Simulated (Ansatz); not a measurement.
**Phonons of WC (Fm-3m) against volume**

Aim: how the phonons of WC (Fm-3m) shift with volume, and the thermal expansion that follows.

Method: DFT PBEsol, scalar-relativistic, plane waves, PAW; PAW set soft_1, in Ansatz 0.2.0.

Report form: the programs' logs are mostly left out.

## Step 1: The starting structure

The structure is cubic, space group Fm-3m (No. 225). The conventional cell has a = 4.346 Å, b = 4.346 Å, c = 4.346 Å, α = 90.00°, β = 90.00°, γ = 90.00°. Nearest to W lie 6 C at 2.17 Å. Nearest to C lie 6 W at 2.17 Å. Farther neighbours are not listed.

Structure file:

```cif
data_structure
_symmetry_space_group_name_H-M 'Fm-3m'
_symmetry_Int_Tables_number 225
_cell_length_a 4.3456
_cell_length_b 4.3456
_cell_length_c 4.3456
_cell_angle_alpha 90.000
_cell_angle_beta 90.000
_cell_angle_gamma 90.000
_cell_volume 82.06
loop_
_atom_site_label
_atom_site_type_symbol
_atom_site_symmetry_multiplicity
_atom_site_Wyckoff_symbol
_atom_site_fract_x
_atom_site_fract_y
_atom_site_fract_z
_atom_site_occupancy
W1 W 4 a 0.00000 0.00000 0.00000 1
C1 C 4 b 0.50000 0.00000 0.00000 1
```

## Step 2: Response at finite wavevector

The cell comes from relaxations at this level that are not shown. Stability and thermal properties need the whole zone. Linear response on a 4×4×4 q mesh gives force constants as far as a supercell of that size would.

Input file input.yaml:

```yaml
crystal:
  lattice:
    - [0.0, 2.1727831059, 2.1727831059]
    - [2.1727831059, 0.0, 2.1727831059]
    - [2.1727831059, 2.1727831059, 0.0]
  atoms:
    - { symbol: W, position: [0.0, 0.0, 0.0] }
    - { symbol: C, position: [0.5, 0.5, 0.5] }
kpoints:
  mp_grid: { grid: [16, 16, 16] }
hamiltonian:
  xc: pbesol
  pseudopotentials: { kind: paw, azcp: { folder: soft_1 }, xc_functional: pbe }
scf:
  occupations: { method: methfessel_paxton, width: 0.2 }
output:
  eigenvalues: true
phonons:
  method: dfpt
  qmesh: [4, 4, 4]
  temperatures: { t_max: 1000, t_step: 50 }
  qpath:
    path:
      - [[0.0, 0.0, 0.0], [0.5, 0.0, 0.5], [0.625, 0.25, 0.625]]
      - [[0.375, 0.375, 0.75], [0.0, 0.0, 0.0], [0.5, 0.5, 0.5], [0.5, 0.25, 0.75], [0.5, 0.0, 0.5]]
    npoints: 10
```

Command:

```bash
> ansatz run input.yaml --threads 4 --pin off --max-ram 10240MiB --backend cpu --events-out ev --progress --plain --runs-dir out
```

It took 4.2 min on 4 threads of Arm Neoverse V1, shared host; peak memory 3.2 GiB; 16 min of CPU time.

This step gave:

- volume per atom: 10.26 Å³
- gap on the k-mesh: 0 eV
- sum-rule residual before enforcement: 3.21e-5 eV/Å²
- lowest frequency on the path: -156.0 cm⁻¹
- point group: m-3m
- highest frequency on the path or at a solved wavevector: 693.3 cm⁻¹
- highest optical mode at the zone centre (no LO-TO term): 412.9 cm⁻¹
- lowest optical zone-centre mode: 412.9 cm⁻¹
- lowest mode on the q mesh (acoustic modes at Γ apart): -156.0 cm⁻¹

Frequencies (cm⁻¹) solved at each irreducible wavevector; negative means imaginary. Frequencies by wavevector, by row:

```csv
q in reciprocal lattice units,star,mode 1,mode 2,mode 3,mode 4,mode 5,mode 6
0 0 0,1,0,0,0,412.9,412.9,412.9
0 0 0.25,8,63.9,63.9,136,550.9,550.9,619.3
0 0 -0.5,4,53.1,53.1,138.7,621.4,621.4,693.3
0 0.25 0.25,6,65.5,65.5,103.5,483.8,483.8,657.8
0 0.25 -0.5,24,-38.7,31.8,54.8,582.3,603.3,640.3
0 0.25 -0.25,12,59.8,72.8,130.4,506.9,644.2,676
0 -0.5 -0.5,3,-156,48.8,48.8,534.1,550.3,550.3
0.25 -0.5 -0.25,6,-95,-95,119.1,568.4,568.4,657
```

Symmetry leaves 8 wavevectors to solve. The lowest mode among them, the acoustic zeros apart, lies at q = (0, -0.5, -0.5) and is imaginary, 156.0i cm⁻¹, so the energy falls along it.

## Step 3: Relaxing at another volume, volume ratio 0.97

The volume is scaled by 0.97 and held; symmetry leaves nothing to relax, so this is a single point. The modes can then be followed against volume.

input.yaml, the sections that differ from step 2:

```yaml
crystal:
  lattice:
    - [0.0, 2.1508343011, 2.1508343011]
    - [2.1508343011, 0.0, 2.1508343011]
    - [2.1508343011, 2.1508343011, 0.0]
  atoms:
    - { symbol: W, position: [0.0, 0.0, 0.0] }
    - { symbol: C, position: [0.5, 0.5, 0.5] }
output:
  forces: true
  stress: true
  eigenvalues: true
# kpoints, hamiltonian, scf: as in step 2
# phonons: removed
```

Wall time 1.2 s (4 threads); peak memory 0.33 GiB; 4 s of CPU time.

This step gave:

* pressure: 12.71 GPa
* volume per atom: 9.950 Å³

The run ends at a pressure of 12.71 GPa.

## Step 4: Phonons at the other volume, volume ratio 0.97

The phonons are repeated at this volume on the same k and q meshes.

input.yaml, as its differences from that of step 3:

```diff
@@ -16,4 +16,11 @@
 output:
-  forces: true
-  stress: true
   eigenvalues: true
+phonons:
+  method: dfpt
+  qmesh: [4, 4, 4]
+  temperatures: { t_max: 1000, t_step: 50 }
+  qpath:
+    path:
+      - [[0.0, 0.0, 0.0], [0.5, 0.0, 0.5], [0.625, 0.25, 0.625]]
+      - [[0.375, 0.375, 0.75], [0.0, 0.0, 0.0], [0.5, 0.5, 0.5], [0.5, 0.25, 0.75], [0.5, 0.0, 0.5]]
+    npoints: 10
```

Run time: 4.3 min. Hardware: 4 threads; peak memory 3.1 GiB; 17 min of CPU time.

This step gave:

```
sum-rule residual before enforcement                    : 2.65e-5 eV/Å²
lowest frequency on the path                            : -160.0 cm⁻¹
highest frequency on the path or at a solved wavevector : 724.6 cm⁻¹
highest optical mode at the zone centre (no LO-TO term) : 455.3 cm⁻¹
lowest optical zone-centre mode                         : 455.3 cm⁻¹
lowest mode on the q mesh (acoustic modes at Γ apart)   : -160.0 cm⁻¹
```

Frequencies (cm⁻¹) solved at each irreducible wavevector; negative means imaginary. Frequencies by wavevector, by row:

```csv
q in reciprocal lattice units,star,mode 1,mode 2,mode 3,mode 4,mode 5,mode 6
0 0 0,1,0,0,0,455.3,455.3,455.3
0 0 0.25,8,75.3,75.3,145.5,586.5,586.5,653
0 0 -0.5,4,72.4,72.4,152.8,655.1,655.1,724.6
0 0.25 0.25,6,68.3,68.3,117.1,522.3,522.3,689.8
0 0.25 -0.5,24,-18.4,49.5,69.5,616.4,638,673.2
0 0.25 -0.25,12,75.9,78.5,145.1,544.6,678,708.8
0 -0.5 -0.5,3,-160,51.8,51.8,573,587.4,587.4
0.25 -0.5 -0.25,6,-97,-97,132.9,603.5,603.5,690
```

The highest optical mode at the zone centre (no LO-TO term) is 455.3 cm⁻¹, +42.4 cm⁻¹ against the base run.

## Step 5: Relaxing at another volume, volume ratio 1.03

The volume is scaled by 1.03 and held; symmetry leaves nothing to relax, so this is a single point. The modes can then be followed against volume.

input.yaml, the sections that differ from step 4:

```yaml
crystal:
  lattice:
    - [0.0, 2.194297209, 2.194297209]
    - [2.194297209, 0.0, 2.194297209]
    - [2.194297209, 2.194297209, 0.0]
  atoms:
    - { symbol: W, position: [0.0, 0.0, 0.0] }
    - { symbol: C, position: [0.5, 0.5, 0.5] }
output:
  forces: true
  stress: true
  eigenvalues: true
# kpoints, hamiltonian, scf: as in step 4
# phonons: removed
```

Elapsed: 1.3 s, on 4 threads; peak memory 0.33 GiB.

This step gave:

```
pressure        : -10.83 GPa
volume per atom : 10.57 Å³
```

The run ends at a pressure of -10.83 GPa.

## Step 6: Phonons at the other volume, volume ratio 1.03

input.yaml, as its differences from that of step 5:

```diff
@@ -16,4 +16,11 @@
 output:
-  forces: true
-  stress: true
   eigenvalues: true
+phonons:
+  method: dfpt
+  qmesh: [4, 4, 4]
+  temperatures: { t_max: 1000, t_step: 50 }
+  qpath:
+    path:
+      - [[0.0, 0.0, 0.0], [0.5, 0.0, 0.5], [0.625, 0.25, 0.625]]
+      - [[0.375, 0.375, 0.75], [0.0, 0.0, 0.0], [0.5, 0.5, 0.5], [0.5, 0.25, 0.75], [0.5, 0.0, 0.5]]
+    npoints: 10
```

Elapsed: 4.4 min, on 4 threads; peak memory 3.2 GiB.

This step gave:

```
sum-rule residual before enforcement                    : 3.10e-5 eV/Å²
lowest frequency on the path                            : -152.2 cm⁻¹
highest frequency on the path or at a solved wavevector : 663.2 cm⁻¹
highest optical mode at the zone centre (no LO-TO term) : 370.6 cm⁻¹
lowest optical zone-centre mode                         : 370.6 cm⁻¹
lowest mode on the q mesh (acoustic modes at Γ apart)   : -152.2 cm⁻¹
```

Frequencies (cm⁻¹) solved at each irreducible wavevector; negative means imaginary. Frequencies by wavevector, by row:

```csv
q in reciprocal lattice units,star,mode 1,mode 2,mode 3,mode 4,mode 5,mode 6
0 0 0,1,0,0,0,370.6,370.6,370.6
0 0 0.25,8,51.3,51.3,126.8,516.4,516.4,586.5
0 0 -0.5,4,25.1,25.1,124.7,589,589,663.2
0 0.25 0.25,6,62.5,62.5,89.6,445.9,445.9,627
0 0.25 -0.5,24,-50.6,-18,36.4,549.3,569.8,608.6
0 0.25 -0.25,12,35.5,69.4,115.5,469.8,611.8,644.4
0 -0.5 -0.5,3,-152.2,45.4,45.4,496.4,514.2,514.2
0.25 -0.5 -0.25,6,-93.4,-93.4,105.1,534.3,534.3,625.3
```

The highest optical mode at the zone centre (no LO-TO term) is 370.6 cm⁻¹, -42.2 cm⁻¹ against the base run.

## Step 7: Grüneisen parameters

The Grüneisen parameter of a mode is minus the logarithmic change of its frequency with volume, −d ln ω / d ln V; weighted by heat capacity it gives the expansion.

This step gave:

```
bulk modulus : 392.2 GPa
```

Phonon branches along the path, in cm⁻¹:

```csv
point,branch 1,branch 2,branch 3,branch 4,branch 5,branch 6
Γ,0,0,0,413,413,413
halfway,66,66,104,484,484,658
X,-156,49,49,534,550,550
halfway,-134,12,39,546,566,579
U,-81,-40,52,557,601,633
jump to K,-81,-40,52,557,601,633
halfway,60,84,137,487,614,656
Γ,0,0,0,413,413,413
halfway,64,64,136,551,551,619
L,53,53,139,621,621,693
halfway,17,54,86,595,611,669
W,-95,-95,119,568,568,657
halfway,-120,-76,82,554,562,610
X,-156,49,49,534,550,550
```

The same for volume x 0.97:

```csv
point,branch 1,branch 2,branch 3,branch 4,branch 5,branch 6
Γ,0,0,0,455,455,455
X,-160,52,52,573,587,587
U,-81,-20,66,593,635,666
K,-81,-20,66,593,635,666
Γ,0,0,0,455,455,455
L,72,72,153,655,655,725
W,-97,-97,133,604,604,690
X,-160,52,52,573,587,587
```

The same for volume x 1.03:

```csv
point,branch 1,branch 2,branch 3,branch 4,branch 5,branch 6
Γ,0,0,0,371,371,371
X,-152,45,45,496,514,514
U,-81,-52,36,522,568,600
K,-81,-52,36,522,568,600
Γ,0,0,0,371,371,371
L,25,25,125,589,589,663
W,-93,-93,105,534,534,625
X,-152,45,45,496,514,514
```

## Step 8: What came out

```json
{
 "bulk modulus": "392 GPa"
}
```

**Reading.** No expansion is given, because modes are imaginary at one volume or more. The highest optical mode at Γ goes from 455 to 371 cm⁻¹ as the cell grows, a Grüneisen parameter of 3.43. Branches are matched by rank, so values near crossings are rough. With no gap, or one that is small against the smearing, the frequencies hang on the k mesh and the smearing, most of all near Kohn anomalies. Spin-orbit coupling is left out, which can matter for the heavy elements here. The PAW files were made for PBE and serve the other functionals too.

[Logs are printed without paths, hosts, clocks, repeated set-up lines and the standing remarks that a program may print on its own settings, such as how far it seeks lower states.]

[Hosts, paths, dates, database ids (printed as entryN), source tags and the programs' standing remarks are cut or masked in the printed files.]
